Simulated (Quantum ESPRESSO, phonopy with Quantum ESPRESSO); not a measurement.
# Be2Al (hypothetical, Fm-3m): phonons against volume

Which modes of Be2Al (hypothetical) drive its thermal expansion? The crystal structure is hypothetical: it was made by swapping elements on a known structure type.

Program: Quantum ESPRESSO 7.5. Level of theory: DFT PBEsol, scalar-relativistic, plane waves, GBRV ultrasoft pseudopotentials. Results are calculated unless marked as measured.

This is a report of a sequence of runs, with most program output left out.

## 1. The starting structure

It takes space group Fm-3m (No. 225, cubic). Conventional cell: a = 5.202 Å, b = 5.202 Å, c = 5.202 Å, α = 90.00°, β = 90.00°, γ = 90.00°. Be has 4 Al at 2.25 Å nearest. Nearest to Al lie 8 Be at 2.25 Å. Farther neighbours are not listed.

## 2. Probe on a coarse mesh

Before spending time, one coarse run tells the gap and the pressure of the starting cell.

probe.in reads:

```
&CONTROL
  calculation = 'scf'
  prefix      = 'x'
  outdir      = './tmp'
  pseudo_dir  = './pseudo'
  tprnfor     = .true.
  tstress     = .true.
  verbosity   = 'high'
/
&SYSTEM
  ibrav       = 0
  nat         = 3
  ntyp        = 2
  ecutwfc     = 45.0
  ecutrho     = 270.0
  occupations = 'smearing'
  smearing    = 'gaussian'
  degauss     = 0.01
/
&ELECTRONS
  conv_thr         = 1.0d-07
  mixing_beta      = 0.7
  electron_maxstep = 100
/
ATOMIC_SPECIES
 Be      9.0122  Be.upf
 Al     26.9815  Al.upf
CELL_PARAMETERS angstrom
     0.000000000    2.601190000    2.601190000
     2.601190000    0.000000000    2.601190000
     2.601190000    2.601190000    0.000000000
ATOMIC_POSITIONS crystal
 Be     0.250000000   0.250000000   0.250000000
 Be     0.750000000   0.750000000   0.750000000
 Al     0.000000000   0.000000000   0.000000000
K_POINTS automatic
 6 6 6 0 0 0
```

The run is started by

```sh
> OMP_NUM_THREADS=1 mpirun -n 8 pw.x -nk 8 -in probe.in > probe.out
```

It took 1.4 s on 8 MPI ranks of Arm Neoverse V2, shared host; 10 s of CPU time.

This step gave:

| Quantity | Value |
| --- | --- |
| volume per atom | 11.73 Å³ |
| pressure | 13.28 GPa |
| gap on the k-mesh | 0 eV |

The start is under 13 GPa at this level and looks like a metal on this mesh.

## 3. Relaxation

The vibrations must be taken about the equilibrium of this functional, not about the starting cell, so the structure is relaxed.

relax.in reads:

```
&CONTROL
  calculation   = 'vc-relax'
  prefix        = 'x'
  outdir        = './tmp'
  pseudo_dir    = './pseudo'
  tprnfor       = .true.
  tstress       = .true.
  forc_conv_thr = 2.0d-05
  etot_conv_thr = 1.0d-07
  nstep         = 40
/
&SYSTEM
  ibrav       = 0
  nat         = 3
  ntyp        = 2
  ecutwfc     = 45.0
  ecutrho     = 270.0
  occupations = 'smearing'
  smearing    = 'mv'
  degauss     = 0.02
/
&ELECTRONS
  conv_thr         = 1.0d-11
  mixing_beta      = 0.7
  electron_maxstep = 100
/
&IONS
/
&CELL
  press_conv_thr = 0.1
/
ATOMIC_SPECIES
 Be      9.0122  Be.upf
 Al     26.9815  Al.upf
CELL_PARAMETERS angstrom
     0.000000000    2.601190000    2.601190000
     2.601190000    0.000000000    2.601190000
     2.601190000    2.601190000    0.000000000
ATOMIC_POSITIONS crystal
 Be     0.250000000   0.250000000   0.250000000
 Be     0.750000000   0.750000000   0.750000000
 Al     0.000000000   0.000000000   0.000000000
K_POINTS automatic
 12 12 12 0 0 0
```

The run is started by

```sh
> OMP_NUM_THREADS=1 mpirun -n 8 pw.x -nk 8 -in relax.in > relax.out
```

Elapsed: 12 s, on 8 MPI ranks.

Relaxation path:

```
step  energy less that of the first step (eV)  largest force (eV/Å)  volume (Å³)
   1                                   0.0000                0.0000        35.20
   2                                  -0.1539                0.0000        37.74
   3                                  -0.1998                0.0000        39.96
   4                                  -0.2008                0.0000        40.33
   5                                  -0.2008                0.0000        40.36
   6                                  -0.2008                0.0000        40.36
   7                                  -0.2035                0.0000        40.36
```

```
conventional cell, symmetrised  before  after   change
                         a (Å)   5.202  5.445   +4.7 %
                         b (Å)   5.202  5.445   +4.7 %
                         c (Å)   5.202  5.445   +4.7 %
              volume (Å³/atom)   11.73  13.45  +14.6 %
```

Final coordinates:

```
CELL_PARAMETERS angstrom
0.00000 2.72246 2.72246
2.72246 0.00000 2.72246
2.72246 2.72246 0.00000
ATOMIC_POSITIONS crystal
Be 0.25000 0.25000 0.25000
Be 0.75000 0.75000 0.75000
Al 0.00000 0.00000 0.00000
```

This step gave:

```
volume per atom : 13.45 Å³
pressure        : 0.126 GPa
```

After the last step pw.x solved the final cell once more on a basis chosen for it, which moves the energy without moving the atoms.

## 4. Self-consistent run

A tight ground state at this cell gives the energy of this member; its pressure is the stress at this cutoff, which can carry an offset from the finite basis.

scf.in reads:

```
&CONTROL
  calculation = 'scf'
  prefix      = 'x'
  outdir      = './tmp'
  pseudo_dir  = './pseudo'
  tprnfor     = .true.
  tstress     = .true.
/
&SYSTEM
  ibrav       = 0
  nat         = 3
  ntyp        = 2
  ecutwfc     = 45.0
  ecutrho     = 270.0
  occupations = 'smearing'
  smearing    = 'mv'
  degauss     = 0.02
/
&ELECTRONS
  conv_thr         = 1.0d-12
  mixing_beta      = 0.7
  electron_maxstep = 100
/
ATOMIC_SPECIES
 Be      9.0122  Be.upf
 Al     26.9815  Al.upf
CELL_PARAMETERS angstrom
     0.000000000    2.722457854    2.722457854
     2.722457854    0.000000000    2.722457854
     2.722457854    2.722457854    0.000000000
ATOMIC_POSITIONS crystal
 Be     0.250000000   0.250000000   0.250000000
 Be     0.750000000   0.750000000   0.750000000
 Al     0.000000000   0.000000000   0.000000000
K_POINTS automatic
 12 12 12 0 0 0
```

The run is started by

```sh
> OMP_NUM_THREADS=1 mpirun -n 8 pw.x -nk 8 -in scf.in > scf.out
```

Elapsed: 3 s, on 8 MPI ranks; 23 s of CPU time.

On a basis chosen for the relaxed cell the pressure is 0.13 GPa, small enough for phonons.

## 5. A displaced supercell

One atom (for the harmonic constants) or a pair of atoms (for the cubic ones) is moved by a few hundredths of an ångström; the forces on all atoms give a column of force constants. The threshold is tight because the forces are small.

System of this step: Be2Al (hypothetical). It takes space group Imm2 (No. 44, orthorhombic). The conventional cell has a = 7.700 Å, b = 10.890 Å, c = 7.700 Å, α = 90.00°, β = 90.00°, γ = 90.00°. Be has 4 Al at 2.34 to 2.36 Å nearest. Nearest to Be lie 4 Al at 2.36 to 2.37 Å. Nearest to Be lie 4 Al at 2.36 Å. Be has 4 Al at 2.36 Å nearest. Farther neighbours are not listed.

disp-00002.in reads:

```
&CONTROL
  calculation = 'scf'
  prefix      = 'x'
  outdir      = './tmp'
  pseudo_dir  = './pseudo'
  tprnfor     = .true.
  disk_io     = 'none'
/
&SYSTEM
  ibrav       = 0
  nat         = 24
  ntyp        = 2
  ecutwfc     = 45.0
  ecutrho     = 270.0
  occupations = 'smearing'
  smearing    = 'mv'
  degauss     = 0.02
/
&ELECTRONS
  conv_thr         = 1.0d-11
  mixing_beta      = 0.7
  electron_maxstep = 100
/
ATOMIC_SPECIES
 Be      9.0122  Be.upf
 Al     26.9815  Al.upf
CELL_PARAMETERS angstrom
     0.000000000    5.444915708    5.444915708
     5.444915708    0.000000000    5.444915708
     5.444915708    5.444915708    0.000000000
ATOMIC_POSITIONS crystal
 Be     0.125000000   0.125000000   0.125000000
 Be     0.625000000   0.125000000   0.125000000
 Be     0.125000000   0.625000000   0.125000000
 Be     0.625000000   0.625000000   0.125000000
 Be     0.125000000   0.125000000   0.625000000
 Be     0.625000000   0.125000000   0.625000000
 Be     0.125000000   0.625000000   0.625000000
 Be     0.625000000   0.625000000   0.625000000
 Be     0.375000000   0.375000000   0.375000000
 Be     0.875000000   0.375000000   0.375000000
 Be     0.375000000   0.875000000   0.375000000
 Be     0.875000000   0.875000000   0.375000000
 Be     0.375000000   0.375000000   0.875000000
 Be     0.875000000   0.375000000   0.875000000
 Be     0.375000000   0.875000000   0.875000000
 Be     0.875000000   0.875000000   0.875000000
 Al     0.002597310   0.000000000   0.000000000
 Al     0.500000000   0.000000000   0.000000000
 Al     0.000000000   0.500000000   0.000000000
 Al     0.500000000   0.500000000   0.000000000
 Al     0.000000000   0.000000000   0.500000000
 Al     0.500000000   0.000000000   0.500000000
 Al     0.000000000   0.500000000   0.500000000
 Al     0.500000000   0.500000000   0.500000000
K_POINTS automatic
 5 5 5 0 0 0
```

The run is started by

```sh
> OMP_NUM_THREADS=1 mpirun -n 4 pw.x -nk 4 -in disp-00002.in > disp-00002.out
```

It took 2.9 min on 4 MPI ranks; 11 min of CPU time.

Force by atom:

```
atom  x (eV/Å)  y (eV/Å)  z (eV/Å)   size
 Be1     0.037     0.034     0.034  0.061
 Be2    -0.034     0.033     0.033  0.057
 Be3     0.000    -0.002    -0.002  0.003
 Be4     0.000     0.002     0.002  0.002
 Be5     0.000    -0.002    -0.002  0.003
 Be6     0.000     0.002     0.002  0.002
 Be7     0.002     0.000     0.000  0.002
 Be8    -0.002     0.000     0.000  0.002
 Be9    -0.002     0.000     0.000  0.002
Be10     0.002     0.000     0.000  0.002
Be11     0.000     0.002     0.002  0.002
Be12     0.000    -0.002    -0.002  0.003
Be13     0.000     0.002     0.002  0.002
Be14     0.000    -0.002    -0.002  0.003
Be15    -0.037     0.034     0.034  0.061
Be16     0.034     0.033     0.033  0.057
Al17     0.000    -0.130    -0.130  0.184
Al18     0.000    -0.002    -0.002  0.003
Al19    -0.001     0.001    -0.001  0.002
Al20     0.001    -0.001     0.001  0.002
Al21    -0.001    -0.001     0.001  0.002
Al22     0.001     0.001    -0.001  0.002
Al23     0.000     0.000     0.000  0.001
Al24     0.000     0.001     0.001  0.002
```

## 6. A displaced supercell

disp-00001.in, as its differences from disp-00002.in of step 5:

```diff
@@ -31,3 +31,3 @@
 ATOMIC_POSITIONS crystal
- Be     0.125000000   0.125000000   0.125000000
+ Be     0.127597310   0.125000000   0.125000000
  Be     0.625000000   0.125000000   0.125000000
@@ -47,3 +47,3 @@
  Be     0.875000000   0.875000000   0.875000000
- Al     0.002597310   0.000000000   0.000000000
+ Al     0.000000000   0.000000000   0.000000000
  Al     0.500000000   0.000000000   0.000000000
```

The run is started by

```sh
> OMP_NUM_THREADS=1 mpirun -n 4 pw.x -nk 4 -in disp-00001.in > disp-00001.out
```

Wall time 3.8 min (4 MPI ranks).

## 7. Phonons, V/V0 1

This step: DFT PBEsol, scalar-relativistic, plane waves, GBRV ultrasoft pseudopotentials (phonopy with Quantum ESPRESSO 4.10.0 / 7.5).

Wall time 3.8 min (8 threads); 27 min of CPU time.

Numbers from this step:

* point group: m-3m
* highest frequency: 486.4 cm⁻¹
* lowest frequency on the path: -181.9 cm⁻¹

Phonopy, no LO-TO term. The phonon branches at the labelled points (cm⁻¹):

```
    point  branch 1  branch 2  branch 3  branch 4  branch 5  branch 6  branch 7  branch 8  branch 9
        Γ         0         0         0       270       270       270       483       483       483
  halfway      -134      -134       144       346       346       384       424       477       477
        X      -169      -169       274       294       401       401       456       456       466
  halfway      -168      -154       272       278       398       420       455       456       462
        U      -164      -114       230       296       388       444       452       457       458
jump to K      -164      -114       230       296       388       444       452       457       458
  halfway      -112       -12        60       322       364       386       432       470       485
        Γ         0         0         0       270       270       270       483       483       483
  halfway       -93       -93       115       310       310       381       456       477       477
        L      -113      -113       210       336       336       402       468       472       472
  halfway      -154       -11       163       347       374       397       458       465       475
        W      -182       142       142       285       436       439       443       443       460
  halfway      -176      -122       249       279       413       420       453       458       458
        X      -169      -169       274       294       401       401       456       456       466
```

The modes has structure finer than the step of the table below, so its rows give means over 20 cm⁻¹, whole bins alone (the curve runs from -191 to 511 cm⁻¹). Peaks (cm⁻¹: height): Al -164.6: 0.00929, 175.4: 0.00733, 466.8: 0.0308; Be -164.6: 0.00976, 369.7: 0.0272, 396.2: 0.0297, 471.3: 0.0461.

Phonopy on the run's constants, 17x17x17 mesh, Gaussian sigma 5.0 cm⁻¹. Modes against wavenumber; means over each step; values in 1/cm⁻¹/cell:

```
wavenumber (cm⁻¹)       Al       Be
             -180  0.00329  0.00353
             -160  0.00880  0.00912
             -140  0.00776  0.00754
             -120  0.00696  0.00632
             -100  0.00699  0.00605
              -80  0.00707  0.00597
              -60  0.00386  0.00328
              -40  0.00214  0.00185
              -20   9.5e-4   8.4e-4
                0   1.8e-4   1.5e-4
               20   3.7e-4   3.3e-4
               40  0.00138  0.00117
               60  0.00179  0.00150
               80  0.00214  0.00177
              100  0.00231  0.00192
              120  0.00285  0.00221
              140  0.00423  0.00318
              160  0.00582  0.00392
              180  0.00601  0.00380
              200  0.00314  0.00192
              220  0.00148   9.9e-4
              240  0.00117   7.8e-4
              260   4.8e-4   5.4e-4
              280   2.9e-4  0.00349
              300   7.9e-4  0.00859
              320  0.00111   0.0132
              340  0.00150   0.0216
              360  0.00176   0.0256
              380  0.00183   0.0228
              400  0.00321   0.0251
              420  0.00469   0.0179
              440  0.00826   0.0228
              460   0.0238   0.0365
              480   0.0210   0.0327
              500   6.3e-4  0.00104
```

No LO-TO term. Modes at Γ, with each element's share of the kinetic energy:

```
mode  frequency (cm⁻¹)  symmetry  Be %  Al %
   1               0.0       T1u    40    60
   2               0.0       T1u    40    60
   3               0.0       T1u    40    60
   4             270.2       T2g   100     0
   5             270.2       T2g   100     0
   6             270.2       T2g   100     0
   7             483.2       T1u    60    40
   8             483.2       T1u    60    40
   9             483.2       T1u    60    40
```

Displacements in mode 6 (270.2 cm⁻¹), the largest set to 1:
```
Be1  1.00  0.02 -0.10
Be2 -1.00 -0.02  0.10
Al3  0.00  0.00  0.00
```

Displacements in mode 7 (483.2 cm⁻¹), the largest set to 1:
```
Be1 -1.00  0.00  0.00
Be2 -1.00  0.00  0.00
Al3  0.67  0.00  0.00
```

The lowest frequency on the path is -182 cm⁻¹, so the cell is unstable here and gives no valid free energy.

The time given is that of the 2 pw.x runs on displaced cells behind this step.

## 8. Self-consistent run, V/V0 1.015

This step: DFT PBEsol, scalar-relativistic, plane waves, GBRV ultrasoft pseudopotentials (Quantum ESPRESSO 7.5).

System of this step: Be2Al (hypothetical). It takes space group Fm-3m (No. 225, cubic). Conventional cell: a = 5.472 Å, b = 5.472 Å, c = 5.472 Å, α = 90.00°, β = 90.00°, γ = 90.00°. Nearest to Be lie 4 Al at 2.37 Å. Al has 8 Be at 2.37 Å nearest. Farther neighbours are not listed.

Edit scf.in of step 4 so:

```diff
@@ -27,5 +27,5 @@
 CELL_PARAMETERS angstrom
-     0.000000000    2.722457854    2.722457854
-     2.722457854    0.000000000    2.722457854
-     2.722457854    2.722457854    0.000000000
+     0.000000000    2.736002643    2.736002643
+     2.736002643    0.000000000    2.736002643
+     2.736002643    2.736002643    0.000000000
 ATOMIC_POSITIONS crystal
```

The run is started by

```sh
> OMP_NUM_THREADS=1 mpirun -n 8 pw.x -nk 8 -in scf.in > scf.out
```

Elapsed: 2.9 s, on 8 MPI ranks; 22 s of CPU time.

The run ends at a pressure of -1.01 GPa.

## 9. Forces on a displaced cell

System of this step: Be2Al (hypothetical). Symmetry: Cm, No. 8, monoclinic system. The conventional cell has a = 13.404 Å, b = 7.739 Å, c = 7.739 Å, α = 90.00°, β = 125.26°, γ = 90.00°. Nearest to Be lie 4 Al at 2.35 to 2.39 Å. Be has 4 Al at 2.37 Å nearest. Nearest to Be lie 4 Al at 2.37 Å. Be has 4 Al at 2.37 Å nearest. Farther neighbours are not listed.

Edit disp-00001.in of step 6 so:

```diff
@@ -27,7 +27,7 @@
 CELL_PARAMETERS angstrom
-     0.000000000    5.444915708    5.444915708
-     5.444915708    0.000000000    5.444915708
-     5.444915708    5.444915708    0.000000000
+     0.000000000    5.472005287    5.472005287
+     5.472005287    0.000000000    5.472005287
+     5.472005287    5.472005287    0.000000000
 ATOMIC_POSITIONS crystal
- Be     0.127597310   0.125000000   0.125000000
+ Be     0.127584452   0.125000000   0.125000000
  Be     0.625000000   0.125000000   0.125000000
```

The run is started by

```sh
> OMP_NUM_THREADS=1 mpirun -n 4 pw.x -nk 4 -in disp-00001.in > disp-00001.out
```

Run time: 3.7 min. Hardware: 4 MPI ranks.

## 10. Lattice dynamics at this volume, V/V0 1.015

This step: DFT PBEsol, scalar-relativistic, plane waves, GBRV ultrasoft pseudopotentials (phonopy with Quantum ESPRESSO 4.10.0 / 7.5).

It took 3.7 min on 8 threads.

Phonopy, no LO-TO term. Phonon branches along the path, in cm⁻¹:

```
    point  branch 1  branch 2  branch 3  branch 4  branch 5  branch 6  branch 7  branch 8  branch 9
        Γ         0         0         0       258       258       258       474       474       474
  halfway      -133      -133       140       336       336       375       414       467       467
        X      -167      -167       262       289       393       393       445       445       458
  halfway      -166      -152       267       268       390       412       444       445       454
        U      -162      -113       227       286       380       436       441       446       450
jump to K      -162      -113       227       286       380       436       441       446       450
  halfway      -110       -30        61       312       355       377       422       460       475
        Γ         0         0         0       258       258       258       474       474       474
  halfway       -92       -92       112       300       300       372       446       467       467
        L      -111      -111       209       327       327       394       458       462       462
  halfway      -152       -19       162       338       366       389       448       454       465
        W      -180       140       140       274       428       431       433       433       448
  halfway      -174      -120       246       269       405       412       442       446       450
        X      -167      -167       262       289       393       393       445       445       458
```

The lowest frequency on the path is -180 cm⁻¹, so the cell is unstable here and gives no valid free energy. The highest zone-centre mode (no LO–TO term) moved by -2.0 % for a volume change of +1.5 %.

The time given is that of the 2 pw.x runs on displaced cells behind this step.

## 11. Self-consistent run, V/V0 0.985

This step: DFT PBEsol, scalar-relativistic, plane waves, GBRV ultrasoft pseudopotentials (Quantum ESPRESSO 7.5).

System of this step: Be2Al (hypothetical). It takes space group Fm-3m (No. 225, cubic). The conventional cell has a = 5.418 Å, b = 5.418 Å, c = 5.418 Å, α = 90.00°, β = 90.00°, γ = 90.00°. Be has 4 Al at 2.35 Å nearest. Nearest to Al lie 8 Be at 2.35 Å. Farther neighbours are not listed.

Edit scf.in of step 8 so:

```diff
@@ -27,5 +27,5 @@
 CELL_PARAMETERS angstrom
-     0.000000000    2.736002643    2.736002643
-     2.736002643    0.000000000    2.736002643
-     2.736002643    2.736002643    0.000000000
+     0.000000000    2.708776930    2.708776930
+     2.708776930    0.000000000    2.708776930
+     2.708776930    2.708776930    0.000000000
 ATOMIC_POSITIONS crystal
```

The run is started by

```sh
> OMP_NUM_THREADS=1 mpirun -n 8 pw.x -nk 8 -in scf.in > scf.out
```

It took 2.9 s on 8 MPI ranks; 22 s of CPU time.

The run ends at a pressure of 1.35 GPa.

## 12. A displaced supercell

System of this step: Be2Al (hypothetical). It takes space group Cm (No. 8, monoclinic). The conventional cell has a = 13.270 Å, b = 7.662 Å, c = 7.662 Å, α = 90.00°, β = 125.26°, γ = 90.00°. Nearest to Be lie 4 Al at 2.33 to 2.36 Å. Nearest to Be lie 4 Al at 2.35 Å. Be has 4 Al at 2.35 Å nearest. Be has 4 Al at 2.35 Å nearest. Farther neighbours are not listed.

Edit disp-00001.in of step 9 so:

```diff
@@ -27,7 +27,7 @@
 CELL_PARAMETERS angstrom
-     0.000000000    5.472005287    5.472005287
-     5.472005287    0.000000000    5.472005287
-     5.472005287    5.472005287    0.000000000
+     0.000000000    5.417553861    5.417553861
+     5.417553861    0.000000000    5.417553861
+     5.417553861    5.417553861    0.000000000
 ATOMIC_POSITIONS crystal
- Be     0.127584452   0.125000000   0.125000000
+ Be     0.127610428   0.125000000   0.125000000
  Be     0.625000000   0.125000000   0.125000000
```

The run is started by

```sh
> OMP_NUM_THREADS=1 mpirun -n 4 pw.x -nk 4 -in disp-00001.in > disp-00001.out
```

Elapsed: 3.6 min, on 4 MPI ranks; 15 min of CPU time.

[end of part 1 of 2]

[Logs are printed without paths, hosts, clocks, repeated set-up lines and the standing remarks that a program may print on its own settings, such as how far it seeks lower states.]

[Hosts, paths, dates, database ids (printed as entryN), source tags and the programs' standing remarks are cut or masked in the printed files.]

[A step with changed settings may run another functional than the one named; its input shows which.]

[Of the runs on displaced cells, only some may be shown.]
